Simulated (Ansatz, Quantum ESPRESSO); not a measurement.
## Equation of state of bcc Nb

How stiff is bcc Nb under hydrostatic load? Each row relaxes cell and atoms at a set pressure. The phase is followed to these pressures whether or not it stays the stable one.

Calculated with Quantum ESPRESSO 7.5, PBEsol, GBRV 1.5 ultrasoft potentials, cutoff 680 eV, Fermi–Dirac smearing 0.05 eV, k-mesh 19×19×19, no spin polarisation, no spin-orbit coupling.

Reference cell, relaxed at zero pressure with PBEsol (Im-3m): a = 2.8316 Å, b = 2.8316 Å, c = 2.8316 Å, α = 109.47°, β = 109.47°, γ = 109.47°.

```
atom       x       y       z
  Nb  0.0000  0.0000  0.0000
```

| V (Å³/atom) | V/V0 | P (GPa) | E − E0 (meV/atom) |
| --- | --- | --- | --- |
| 17.0328 | 0.9746 | 4.972 | 7.3 |
| 16.6383 | 0.9520 | 9.941 | 26.1 |
| 16.2830 | 0.9317 | 14.907 | 54.0 |
| 15.9578 | 0.9131 | 19.881 | 89.7 |
| 15.3737 | 0.8797 | 29.821 | 180.7 |

V0 = 17.4766 Å³ an atom, where the residual pressure P0 is −0.002 GPa. **Question.** Fit the Birch–Murnaghan law and give the pressure and the energy at V = 17.8726 Å³ an atom, a row left out above.

With the Eulerian strain f = ½[(V0/V)^(2/3) − 1] and F = (P − P0)/[3f(1 + 2f)^(5/2)], the third-order law is the line F = B0 + (3/2) B0 (B′ − 4) f.

| f | F (GPa) |
| --- | --- |
| 0.04461 | 179.95 |
| 0.03124 | 182.31 |
| 0.02415 | 182.93 |
| 0.01666 | 183.33 |
| 0.00865 | 183.68 |

A straight line through the 5 rows: the means are 0.02506 for f and 182.44 for F, Σ(Δx)² = 0.0007611 and ΣΔxΔy = −0.07775, so the slope is −0.07775/0.0007611 = −102.16 and the intercept 182.44 − (−102.16)(0.02506) = 185.

Hence B0 = 185.0 GPa and B′ = 4 + (−102.2)/(1.5 × 185.0) = 3.63. For the withheld volume f = −0.00741, F = 185.76 GPa and P = −3.98 GPa, an extrapolation past the fitted rows. The run itself gives −3.96 GPa, so the estimate misses by 0.02 GPa; the fitted rows themselves lie up to 0.08 GPa off the law.

Integrating the same law gives E − E0 = (9/2) B0 V0 f²[1 + (B′ − 4) f] + P0(V0 − V), with 1 GPa Å³ = 6.2415 meV: 5.0 meV an atom. The run itself gives 4.5 meV, so the estimate misses by 0.5 meV; the fitted rows themselves lie up to 3.0 meV off the law.

The same fit over all rows at other levels or in other programs gives B0 = 184 GPa with PBEsol (Ansatz).

[Logs are printed without paths, hosts, clocks, repeated set-up lines and the standing remarks that a program may print on its own settings, such as how far it seeks lower states.]
